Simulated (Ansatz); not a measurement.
# Changed inputs in constrained RPA: NaMoO3 (cubic perovskite) (Pm-3m), part 2 of 2

What does U in NaMoO3 (cubic perovskite) (Pm-3m) depend on besides the window?

Ansatz 0.2.0; constrained RPA on LDA, plane waves, PAW.

So far. Step 4 (Changed: 2×2×2 mesh): On the Mo t2g shell, screening brings the on-site interaction from 12.6 eV down to U = 3.11 eV. Step 5 (Changed: smooth pair densities): On the Mo t2g shell, screening brings the on-site interaction from 11.7 eV down to U = 2.83 eV.

The structure was built from a prototype and need not be the compound's stable phase.

## Step 7: Changed: more bands than orbitals

input.yaml reads:

```yaml
crystal:
  lattice:
    - [0.0, -3.83009225, 0.0]
    - [0.0, 0.0, 3.83009225]
    - [-3.83009225, 0.0, 0.0]
  atoms:
    - { symbol: Na, position: [0.0, 0.0, 0.0] }
    - { symbol: Mo, position: [0.5, 0.5, 0.5] }
    - { symbol: O, position: [0.5, 0.5, 0.0] }
    - { symbol: O, position: [0.5, 0.0, 0.5] }
    - { symbol: O, position: [0.0, 0.5, 0.5] }
kpoints:
  mp_grid: { grid: [6, 6, 6] }
hamiltonian:
  xc: lda
scf:
  occupations: { method: gaussian, width: 0.08 }
  n_extra_bands: 19
  max_iter: 150
  lower_state_search: "off"
output:
  crpa:
    kmesh: [4, 4, 4]
    target_bands: [v1, c3]
    projections: [{ species: Mo, l: d, shell: 4, orbitals: [dxz, dyz, dxy] }]
```

Started as:

```sh
ansatz run input.yaml --threads 4 --pin off --max-ram 9216MiB --backend cpu --events-out ev --progress --plain --runs-dir out
```

Numbers of over 12 decimals in the logs are rounded to 6 here.

The log of the run:

```text
Error: invalid value for `output.crpa.projections`: 3 orbital(s) selected but the target window spans 4 band(s); name one orbital per band of it
```

Run time: 0.09 s. Hardware: 4 threads of Arm Neoverse V2, shared host; peak memory 0.084 GiB.

The program refused the input before any cycle.

The program's message: “Error: invalid value for `output.crpa.projections`: 3 orbital(s) selected but the target window spans 4 band(s); name one orbital per band of it”

The fault put into this input: more bands than orbitals.

## Step 8: Changed: volume +3 %

The cell differs from the one that the last finished run ended in (a 3.830 → 3.868 Å, b 3.830 → 3.868 Å, c 3.830 → 3.868 Å).

input.yaml, the sections that differ from step 7:

```yaml
crystal:
  lattice:
    - [0.0, -3.8680164218, 0.0]
    - [0.0, 0.0, 3.8680164218]
    - [-3.8680164218, 0.0, 0.0]
  atoms:
    - { symbol: Na, position: [0.0, 0.0, 0.0] }
    - { symbol: Mo, position: [0.5, 0.5, 0.5] }
    - { symbol: O, position: [0.5, 0.5, 0.0] }
    - { symbol: O, position: [0.5, 0.0, 0.5] }
    - { symbol: O, position: [0.0, 0.5, 0.5] }
output:
  crpa:
    kmesh: [4, 4, 4]
    target_bands: [v1, c2]
    projections: [{ species: Mo, l: d, shell: 4, orbitals: [dxz, dyz, dxy] }]
  local_orbitals:
    kmesh: [8, 8, 8]
    orbitals: [{ species: Mo, l: d, shell: 4, orbitals: [dxz, dyz, dxy] }]
    window: { bands: [v1, c2] }
    seedname: lo
# kpoints, hamiltonian, scf: as in step 7
```

The log of the run:

```text
[...]
Crystal: 5 atoms, lattice volume = 57.872 Å³
Basis set: ecut = 420 eV, 1141 PW (Γ)
Bands: 40, of which v1, the nominal top of the filled ones, is band 21 counted from 1 (20 counted from 0)
Symmetry: 48 space group operations
[...]
k-points: 20 of 216
[...]
k-point 19: bands = [... 17 lower, 7.6383, 7.6383, 7.6383, 12.3117, 12.3117, 12.3117, 15.1542, 18.3516, ... 15 higher]
[...]
χ-basis size per q: N_G = 203..228
[...]
Site 1, 4D, 3 of 5 d orbitals (Wannier functions 1, 2, 3; wannier90's mr 2, 3, 5):
      screened: U = 2.7586 eV, U' = 2.1450 eV, J = 0.2810 eV
      screened, to within: U = 2.9e-3 eV, U' = 2.9e-3 eV, J = 4.0e-4 eV
      bare: V = 11.7250 eV, V' = 10.7704 eV, J = 0.3935 eV
[...]
[key lines of the parts left out:]
SCF converged after 6 iterations
Free energy (F): -7978.196809 eV
Fermi energy:    9.719034 eV
```

The job ended after 23 s (4 threads; peak memory 0.48 GiB).

Numbers from this step:

- U: 2.759 eV
- U prime (inter-orbital): 2.145 eV
- J: 0.2810 eV
- bare V: 11.72 eV
- bare J: 0.3935 eV
- stated bound on U: 0.002812 eV
- U over bare V: 0.2353
- electrons in the window: 1.0000
- head of the constrained inverse dielectric matrix: 0.1840
- least eigenvalue of the projection's overlap: 0.5443
- target functions: 3
- bands in the sums: 46
- r.m.s. miss of the model bands: 0.003001 eV
- width of the target bands: 4.017 eV
- weight of the projected orbitals in the window: 0.6722

On the Mo t2g shell, screening brings the on-site interaction from 11.7 eV down to U = 2.76 eV.

## Step 9: Changed: volume -6 %

The cell differs from the one that the last finished run ended in (a 3.868 → 3.752 Å, b 3.868 → 3.752 Å, c 3.868 → 3.752 Å).

input.yaml: that of step 8 with these lines changed.

```diff
@@ -2,5 +2,5 @@
   lattice:
-    - [0.0, -3.8680164218, 0.0]
-    - [0.0, 0.0, 3.8680164218]
-    - [-3.8680164218, 0.0, 0.0]
+    - [0.0, -3.7519051632, 0.0]
+    - [0.0, 0.0, 3.7519051632]
+    - [-3.7519051632, 0.0, 0.0]
   atoms:
```

The log of the run:

```text
[...]
Crystal: 5 atoms, lattice volume = 52.815 Å³
Basis set: ecut = 420 eV, 1021 PW (Γ)
Bands: 40, of which v1, the nominal top of the filled ones, is band 21 counted from 1 (20 counted from 0)
Symmetry: 48 space group operations
[...]
k-points: 20 of 216
[...]
k-point 19: bands = [... 17 lower, 8.9408, 8.9408, 8.9408, 14.3013, 14.3013, 14.3013, 16.6690, 21.1420, ... 15 higher]
[...]
χ-basis size per q: N_G = 160..197
[...]
Site 1, 4D, 3 of 5 d orbitals (Wannier functions 1, 2, 3; wannier90's mr 2, 3, 5):
      screened: U = 2.9391 eV, U' = 2.3206 eV, J = 0.2851 eV
      screened, to within: U = 2.9e-3 eV, U' = 2.9e-3 eV, J = 4.2e-4 eV
      bare: V = 11.7933 eV, V' = 10.8389 eV, J = 0.3962 eV
[...]
[key lines of the parts left out:]
SCF converged after 6 iterations
Free energy (F): -7978.072365 eV
Fermi energy:    11.310903 eV
```

Run time: 22 s. Hardware: 4 threads; peak memory 0.48 GiB.

This step gave:

| Item | Value |
| --- | --- |
| U | 2.939 eV |
| U prime (inter-orbital) | 2.321 eV |
| J | 0.2851 eV |
| bare V | 11.79 eV |
| bare J | 0.3962 eV |
| stated bound on U | 0.002896 eV |
| U over bare V | 0.2492 |
| electrons in the window | 1.000 |
| head of the constrained inverse dielectric matrix | 0.1956 |
| least eigenvalue of the projection's overlap | 0.5375 |
| target functions | 3 |
| bands in the sums | 46 |
| r.m.s. miss of the model bands | 0.003127 eV |
| width of the target bands | 4.596 eV |
| weight of the projected orbitals in the window | 0.6697 |

On the Mo t2g shell, screening brings the on-site interaction from 11.8 eV down to U = 2.94 eV.

## Step 10: Side by side

Times are wall times on 4 threads of Arm Neoverse V2, shared host, good to a factor of about two.

```csv
run,bare V (eV),U (eV),J (eV),bound on U (eV),width (eV),time
target window,11.75,2.819,0.283,0.0028,4.20,21 s
6×6×6 mesh,11.66,2.807,0.280,0.0028,4.20,2.1 min
2×2×2 mesh,12.61,3.106,0.311,0.0035,4.20,3.7 s
smooth pair densities,11.75,2.828,0.287,0.0018,4.20,20 s
volume +3 %,11.72,2.759,0.281,0.0028,4.02,23 s
volume -6 %,11.79,2.939,0.285,0.0029,4.60,22 s
```

## Step 11: Outcome

- target window: U 2.82 eV, J 0.28 eV
- 6×6×6 mesh: U 2.81 eV, J 0.28 eV
- 2×2×2 mesh: U 3.11 eV, J 0.31 eV
- smooth pair densities: U 2.83 eV, J 0.29 eV
- volume +3 %: U 2.76 eV, J 0.28 eV
- volume -6 %: U 2.94 eV, J 0.29 eV

What this shows: 6×6×6 mesh moves U by −0.01 eV at 6.1 times the time. 2×2×2 mesh moves U by +0.29 eV at 0.18 times the time. Smooth pair densities moves U by +0.01 eV. Volume +3 % moves U by −0.06 eV. Volume -6 % moves U by +0.12 eV. The printed bound covers the solver alone, not the mesh. The parent state is non-magnetic and the interaction static (zero frequency); U depends on the window and the orbitals, so it belongs to this model alone.

[Paths, hosts, dates, memory and timing lines, banners, echoed tables and standing remarks are left out of the program output.]

[Logs are printed without paths, hosts, clocks, repeated set-up lines and the standing remarks that a program may print on its own settings, such as how far it seeks lower states.]

[Runs of the session that timed out or met a known fault of the program may be left out.]

[Hosts, paths, dates, database ids (printed as entryN), source tags and the programs' standing remarks are cut or masked in the printed files.]
